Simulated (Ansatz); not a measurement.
## BaC2 (I4/mmm): a soft mode frozen in

Wanted: the energy along a soft mode of BaC2 (I4/mmm) and the structure at the end.

Calculated with Ansatz 0.2.0; DFT PBEsol, scalar-relativistic, plane waves, PAW.

Report form: inputs, costs, results and the conclusion, without the logs.

### 1. The system as given

Symmetry: I4/mmm, No. 139, tetragonal system. The conventional cell has a = 4.314 Å, b = 4.314 Å, c = 7.170 Å, α = 90.00°, β = 90.00°, γ = 90.00°. Nearest to Ba lie 10 C at 2.95 to 3.11 Å. Nearest to C lie 1 C at 1.26 Å and 5 Ba at 2.95 to 3.11 Å. Farther neighbours, and contacts between anions beyond the nearest, are not listed.

### 2. Phonons on a q mesh

Stability and thermal properties need the whole zone. Linear response on a 4×4×4 q mesh gives force constants as far as a supercell of that size would, and the tensors from the zone-centre run are typed in so that the long-range dipole term is interpolated apart.

input.yaml

```yaml
crystal:
  lattice:
    - [-2.156814665, 2.156814665, 3.5849101588]
    - [2.156814665, -2.156814665, 3.5849101588]
    - [2.156814665, 2.156814665, -3.5849101588]
  atoms:
    - { symbol: Ba, position: [0.0, 0.0, 0.0] }
    - { symbol: C, position: [0.5879851561, 0.5879851561, 0.0] }
    - { symbol: C, position: [0.4120148439, 0.4120148439, 0.0] }
kpoints:
  mp_grid: { grid: [8, 8, 8] }
hamiltonian:
  xc: pbesol
scf:
  occupations: { method: fixed }
output:
  eigenvalues: true
phonons:
  method: dfpt
  qmesh: [4, 4, 4]
  temperatures: { t_max: 1000, t_step: 50 }
  qpath:
    path:
      - [[0.0, 0.0, 0.0], [0.0, 0.0, 0.5], [0.25, 0.25, 0.25], [0.0, 0.5, 0.0], [0.0, 0.0, 0.0], [0.5, 0.5, -0.5], [0.34049178, 0.65950822, -0.34049178]]
      - [[-0.34049178, 0.34049178, 0.34049178], [0.0, 0.0, 0.0]]
      - [[0.0, 0.0, 0.5], [-0.18098355, 0.18098355, 0.5]]
      - [[0.5, 0.5, -0.18098355], [0.5, 0.5, -0.5]]
    npoints: 10
  non_analytic_term:
    high_frequency_dielectric_tensor: [[3.429, 0.0, 0.0], [0.0, 3.429, 0.0], [0.0, 0.0, 3.9764]]
    born_effective_charges:
      - { species: Ba, tensor: [[2.5549, 0.0, 0.0], [0.0, 2.5549, 0.0], [0.0, 0.0, 2.467]] }
      - { species: C, tensor: [[-1.2775, 0.0, 0.0], [0.0, -1.2775, 0.0], [0.0, 0.0, -1.2335]] }
      - { species: C, tensor: [[-1.2775, 0.0, 0.0], [0.0, -1.2775, 0.0], [0.0, 0.0, -1.2335]] }
    source: "zone-centre run at this cell"
```

Started as:

```bash
> ansatz run input.yaml --threads 4 --pin off --max-ram 7168MiB --backend cpu --events-out ev --progress --plain --runs-dir out
```

The job ended after 4.1 min (4 threads of Arm Neoverse V2, shared host; peak memory 1.4 GiB; 16 min of CPU time).

Read from the output:

| Item | Value |
| --- | --- |
| gap on the k-mesh | 1.372 eV |
| volume per atom | 22.24 Å³ |
| sum-rule residual before enforcement | 1.19e-5 eV/Å² |
| lowest frequency on the path | -147.1 cm⁻¹ |
| point group | 4/mmm |
| highest frequency on path, mesh or solved points | 1856 cm⁻¹ |
| highest optical mode at the zone centre (no LO-TO term) | 1852 cm⁻¹ |
| lowest optical zone-centre mode | 151.4 cm⁻¹ |
| lowest mode on the q mesh (acoustic modes at Γ apart) | -147.1 cm⁻¹ |

Frequencies (cm⁻¹) solved at each irreducible wavevector; negative means imaginary. Frequencies by wavevector, by row:

```csv
q in reciprocal lattice units,star,mode 1,mode 2,mode 3,mode 4,mode 5,mode 6,mode 7,mode 8,mode 9
0 0 0,1,0,0,0,151.4,151.4,158,158,186.1,1852
0 0 0.25,4,-70.1,52.5,80.3,97,165,182.1,190,269.8,1853
0 0 -0.5,2,-147.1,48.1,72.1,98.3,165.8,190.1,208.6,221.8,1854
0 0.25 0,8,33.7,41.6,67.5,87.5,142.9,185.5,193,294.3,1853
0 0.25 0.25,16,-114.1,67.6,74.7,97.6,145.6,197.6,210,249.6,1854
0 -0.5 0,4,-66.8,-55.8,64.9,89.3,162,199.6,207,280.7,1853
0 -0.5 0.25,8,-86.6,-60.5,79.5,80.8,127,203.8,206.9,269,1853
0.25 0.25 0.25,2,-79.9,-79.9,90.4,98.5,98.5,220.5,220.5,230.4,1853
0.25 0.25 -0.25,2,-93.8,-93.8,51.6,51.6,106.5,189.6,189.6,263.3,1853
0.25 -0.5 -0.5,8,-96.7,-94.1,58.6,83.5,125.5,195.6,201.5,242.7,1855
0.25 -0.25 0.25,4,-63,64.6,68.2,115.3,134.8,192.1,195.5,265.5,1854
0.25 -0.25 -0.5,4,-133.5,12.9,79.9,91,144,196.5,209,214.7,1855
-0.5 -0.5 -0.5,1,-116.8,-116.8,49.1,49.1,99.2,190.9,190.9,195.9,1856
```

Interpolated from a 4×4×4 q mesh, with the LO-TO term (at Γ the limit along the path). The phonon branches at the labelled points (cm⁻¹):

```csv
point,branch 1,branch 2,branch 3,branch 4,branch 5,branch 6,branch 7,branch 8,branch 9
Γ,0,0,0,151,151,158,186,306,1852
halfway,-70,52,80,97,165,182,190,270,1853
X,-147,48,72,98,166,190,209,222,1854
halfway,-136,65,75,98,134,210,215,222,1854
P,-80,-80,90,98,98,220,220,230,1853
halfway,-69,-64,82,82,134,209,213,262,1853
N,-67,-56,65,89,162,200,207,281,1853
halfway,34,42,68,88,143,186,193,294,1853
Γ,0,0,0,151,151,158,179,304,1852
halfway,-94,-94,52,52,106,190,190,263,1853
M,-117,-117,49,49,99,191,191,196,1856
halfway,-107,-104,54,71,104,191,196,208,1856
S,-87,-66,63,104,118,193,195,238,1855
jump to S0,-87,-66,63,104,118,193,195,238,1855
halfway,-41,58,96,114,148,181,196,288,1853
Γ,0,0,0,151,151,158,186,306,1852
jump to X,-147,48,72,98,166,190,209,222,1854
halfway,-145,48,81,96,181,188,202,221,1854
R,-140,42,89,91,169,198,206,216,1855
jump to G′,-140,42,89,91,169,198,206,216,1855
halfway,-124,-69,66,78,115,196,200,210,1856
M,-117,-117,49,49,99,191,191,196,1856
```

Symmetry leaves 13 wavevectors to solve. The lowest mode among them, the acoustic zeros apart, lies at q = (0, 0, -0.5) and is imaginary, 147.1i cm⁻¹, so the energy falls along it.

### 3. The mode frozen in, largest atomic shift 0 Å

The mode followed lies at q = (0.25, -0.25, -0.5) with frequency 133.5i cm⁻¹, one of the unstable modes though not the softest. At small amplitude the pattern taken leaves space group no. 72 by a symmetry search on the positions. The undistorted cell that holds it gives the zero of energy on the same k mesh.

System of this step: BaC2. It takes space group I4/mmm (No. 139, tetragonal). The conventional cell has a = 4.314 Å, b = 4.314 Å, c = 7.170 Å, α = 90.00°, β = 90.00°, γ = 90.00°. Nearest to Ba lie 10 C at 2.95 to 3.11 Å. Nearest to C lie 1 C at 1.26 Å and 5 Ba at 2.95 to 3.11 Å. Farther neighbours, and contacts between anions beyond the nearest, are not listed.

input.yaml

```yaml
crystal:
  lattice:
    - [-4.31362933, -4.31362933, 0.0]
    - [0.0, 0.0, -7.1698203177]
    - [2.156814665, -6.4704439949, -3.5849101588]
  atoms:
    - { symbol: Ba, position: [0.75, 0.25, 0.5] }
    - { symbol: Ba, position: [0.25, 0.75, 0.5] }
    - { symbol: Ba, position: [0.5, 0.5, 0.0] }
    - { symbol: Ba, position: [1.0, 0.0, 0.0] }
    - { symbol: C, position: [0.25, 0.1620148439, 0.5] }
    - { symbol: C, position: [0.75, 0.6620148439, 0.5] }
    - { symbol: C, position: [0.0, 0.4120148439, 0.0] }
    - { symbol: C, position: [0.5, 0.9120148439, 0.0] }
    - { symbol: C, position: [0.75, 0.8379851561, 0.5] }
    - { symbol: C, position: [0.25, 0.3379851561, 0.5] }
    - { symbol: C, position: [0.5, 0.0879851561, 0.0] }
    - { symbol: C, position: [1.0, 0.5879851561, 0.0] }
kpoints:
  mp_grid: { grid: [6, 6, 6] }
hamiltonian:
  xc: pbesol
scf:
  occupations: { method: gaussian, width: 0.02 }
output:
  forces: true
  stress: true
  eigenvalues: true
```

Wall time 8.3 s (4 threads); peak memory 0.92 GiB; 32 s of CPU time.

This step gave:

| Quantity | Value |
| --- | --- |
| pressure | -0.002277 GPa |
| energy from the undistorted cell | 0 meV/atom |

At this level the gap is 1.37 eV on the k-mesh of the self-consistent run, which can miss the band edges.

### 4. The mode frozen in, largest atomic shift 0.04 Å

The atoms are moved along the unstable eigenvector, the largest shift by 0.04 Å, with the cell fixed.

input.yaml: that of step 3 with these lines changed.

```diff
@@ -10,8 +10,8 @@
     - { symbol: Ba, position: [1.0, 0.0, 0.0] }
-    - { symbol: C, position: [0.25, 0.1620148439, 0.5] }
-    - { symbol: C, position: [0.75, 0.6620148439, 0.5] }
+    - { symbol: C, position: [0.2565569545, 0.1620148439, 0.5] }
+    - { symbol: C, position: [0.7434430455, 0.6620148439, 0.5] }
     - { symbol: C, position: [0.0, 0.4120148439, 0.0] }
     - { symbol: C, position: [0.5, 0.9120148439, 0.0] }
-    - { symbol: C, position: [0.75, 0.8379851561, 0.5] }
-    - { symbol: C, position: [0.25, 0.3379851561, 0.5] }
+    - { symbol: C, position: [0.7565569545, 0.8379851561, 0.5] }
+    - { symbol: C, position: [0.2434430455, 0.3379851561, 0.5] }
     - { symbol: C, position: [0.5, 0.0879851561, 0.0] }
```

The job ended after 8.7 s (4 threads; peak memory 0.92 GiB; 34 s of CPU time).

Numbers from this step:

* pressure: -0.09391 GPa
* gap on the k-mesh: 1.369 eV
* energy from the undistorted cell: -0.165 meV/atom

The energy, extrapolated to zero smearing, is -0.17 meV/atom against the undistorted cell.

The run ends at a pressure of -0.09 GPa, with forces up to 0.19 eV/Å.

### 5. Energy along the mode, all amplitudes (two of the runs are shown above)

An imaginary frequency means negative curvature, so the energy should fall and then rise again as anharmonic terms take over.

This step gave:

```yaml
depth_at_the_lowest_point_sampled: 0.165 meV/atom
largest_atomic_shift_at_that_point: 0.04 Å
```

Energy from the parent against largest atomic shift:

```csv
largest atomic shift (Å),energy from the parent (meV/atom)
0.0000,0
0.0400,-0.165
0.0800,-0.132
0.1400,3.69
0.2200,27.5
```

Displacement at unit largest shift by atom:

```csv
atom,x (Å),y (Å),z (Å),size
Ba1,0.000,0.000,0.000,0.000
Ba2,0.000,0.000,0.000,0.000
Ba3,0.000,0.000,0.000,0.000
Ba4,0.000,0.000,0.000,0.000
C5,-0.707,-0.707,0.000,1.000
C6,0.707,0.707,0.000,1.000
C7,0.000,0.000,0.000,0.000
C8,0.000,0.000,0.000,0.000
C9,-0.707,-0.707,0.000,1.000
C10,0.707,0.707,0.000,1.000
C11,0.000,0.000,0.000,0.000
C12,0.000,0.000,0.000,0.000
```

The lowest step is at 0.04 Å, 0.165 meV/atom below the parent, and the energy rises beyond it.

### 6. Relaxation from the frozen mode

Starting from the lowest point found, all atoms and the cell are let go, so that strain and other modes of the same symmetry can join in.

input.yaml: that of step 4 with these lines changed.

```diff
@@ -23,3 +23,3 @@
 scf:
-  occupations: { method: gaussian, width: 0.02 }
+  occupations: { method: fixed }
 output:
@@ -28 +28,6 @@
   eigenvalues: true
+relax:
+  adjacent_minimum: "off"
+  f_tol: 0.002
+  max_steps: 120
+  cell: { stress_tol: 0.03 }
```

Elapsed: 89 s, on 4 threads; peak memory 0.98 GiB; 5.9 min of CPU time.

Step by step:

```csv
step,energy less that of the first step (eV),largest force component (eV/Å),pressure (GPa),volume (Å³)
1,0.0000,0.1878,-0.09,266.82
2,-0.0047,0.1238,-0.08,266.86
3,-0.0135,0.2409,-0.11,266.64
4,0.3090,3.6078,-2.03,267.70
5,-0.0168,0.1096,0.00,266.32
6,-0.0253,0.1199,0.05,265.97
7,-0.0286,0.0177,0.02,266.60
8,-0.0286,0.0019,0.00,266.76
9*,-0.0288,0.0018,0.00,266.76
```

Relaxation steps marked * repeat the geometry before them on a plane-wave basis chosen anew for their cell, so energy and pressure can jump there. Relaxation step 4 was tried and not accepted.

The run keeps the 8 symmetry operations that the program found, so distortions that break them were not tested.

```csv
"conventional cell, symmetrised",before,after,change
a (Å),6.100,6.153,+0.9 %
b (Å),7.170,7.125,-0.6 %
c (Å),12.201,12.169,-0.3 %
volume (Å³/atom),22.24,22.23,-0.0 %
```

The atoms that moved most (Å, as changes of fractional coordinates times the final cell):

```csv
atom,dx,dy,dz,length
C6,0.117,0.117,-0.030,0.168
C10,0.117,0.117,0.030,0.168
C9,-0.117,-0.117,0.030,0.168
C5,-0.117,-0.117,-0.030,0.168
```

Read from the output:

```
pressure          : 0.002214 GPa
gap on the k-mesh : 1.384 eV
volume per atom   : 22.23 Å³
```

The distorted start has space group Ibam; the relaxation ends in Ibam.

### 7. The new phase in its own primitive cell

The relaxed structure is symmetrised, reduced to its primitive cell and relaxed tightly, as its phonons need.

input.yaml

```yaml
crystal:
  lattice:
    - [-3.0764695309, 3.5626328164, 6.0846289075]
    - [3.0764695309, -3.5626328164, 6.0846289075]
    - [3.0764695309, 3.5626328164, -6.0846289075]
  atoms:
    - { symbol: Ba, position: [0.5, 0.0, 0.5] }
    - { symbol: Ba, position: [0.0, 0.5, 0.5] }
    - { symbol: Ba, position: [0.25, 0.25, 0.0] }
    - { symbol: Ba, position: [0.75, 0.75, 0.0] }
    - { symbol: C, position: [0.5837689013, 0.4666103311, 0.0503792323] }
    - { symbol: C, position: [0.0837689013, 0.0333896689, 0.1171585702] }
    - { symbol: C, position: [0.338504592, 0.75, 0.588504592] }
    - { symbol: C, position: [0.838504592, 0.25, 0.588504592] }
    - { symbol: C, position: [0.9162310987, 0.9666103311, 0.8828414298] }
    - { symbol: C, position: [0.4162310987, 0.5333896689, 0.9496207677] }
    - { symbol: C, position: [0.661495408, 0.25, 0.411495408] }
    - { symbol: C, position: [0.161495408, 0.75, 0.411495408] }
kpoints:
  mp_grid: { grid: [6, 6, 6] }
hamiltonian:
  xc: pbesol
scf:
  occupations: { method: fixed }
output:
  forces: true
  stress: true
  eigenvalues: true
relax:
  adjacent_minimum: "off"
  f_tol: 0.001
  max_steps: 60
  cell: { stress_tol: 0.01 }
```

It took 32 s on 4 threads; peak memory 0.99 GiB.

Little changed from the start: no atom moved by 0.005 Å and no cell edge by 0.1 %.

This step gave:

```yaml
pressure: -0.003634 GPa
gap_on_the_k_mesh: 1.385 eV
volume_per_atom: 22.24 Å³
direct_gap_on_mesh: 1.810 eV
```

The largest force component left is 0.94 meV/Å and the pressure is -0.004 GPa, within the tolerances set. The cell now holds 22.24 Å³/atom.

### 8. The phases reached

The phases reached along the modes that were followed are set side by side.

Energies are those of the first relaxation, on the mesh of the frozen mode; space group, volume and gap are those of the last relaxation. Phases, by row:

```csv
mode frozen in,space group,energy from parent (meV/atom),volume (Å³/atom),gap on mesh (eV),lowest zone-centre optical mode (cm⁻¹),largest shift (Å)
parent,I4/mmm,0,22.23,1.372,–,–
"q = (0, 0, -0.5), 147i cm⁻¹",Cmce,-7.64,22.23,1.443,57.6,0.264
"q = (0.25, -0.25, -0.5), 133i cm⁻¹",Ibam,-2.56,22.24,1.385,–,0.208
```

### 9. Results

```yaml
unstable_mode_of_the_parent: q = (0.25, -0.25, -0.5), 134i cm⁻¹
depth_at_the_lowest_point_sampled: 0.165 meV/atom
largest_atomic_shift_at_that_point: 0.04 Å
space_group_reached: Ibam
energy_gained_over_the_parent_first_relaxation_on_the_mesh_of_the_frozen_mode: 2.56 meV/atom
volume_per_atom_phase_reached: 22.2 Å³
gap_on_the_k_mesh_phase_reached: 1.38 eV
```

Along this mode the structure falls into Ibam, 2.56 meV/atom below the parent. At the parent's cell the well is 0.165 meV/atom deep on the steps tried, with its lowest point at a shift of 0.04 Å. Relaxing atoms and cell changes the gain by +2.40 meV/atom against the lowest step (energies at zero smearing). Most of the total comes from this relaxation. The modes of the phase reached were not computed. So shallow a well is near the error of the k mesh. Of the 2 patterns followed from this parent, this one ends 5.08 meV/atom above the lowest, Cmce. Each path keeps the symmetry of its pattern, so a lower phase may lie along a pattern not tried. The program warns that the interpolation holds no quadrupole term, so branches close to Γ can be off in this crystal. Spin-orbit coupling is left out, which can matter for the heavy elements here.

[Long decimals in the printed logs are rounded to 6 places.]

[Logs are printed without paths, hosts, clocks, repeated set-up lines and the standing remarks that a program may print on its own settings, such as how far it seeks lower states.]

[Hosts, paths, dates, database ids (printed as entryN), source tags and the programs' standing remarks are cut or masked in the printed files.]

[Where the starting crystal was built by hand or by swapping elements, it need not be the compound's stable phase.]
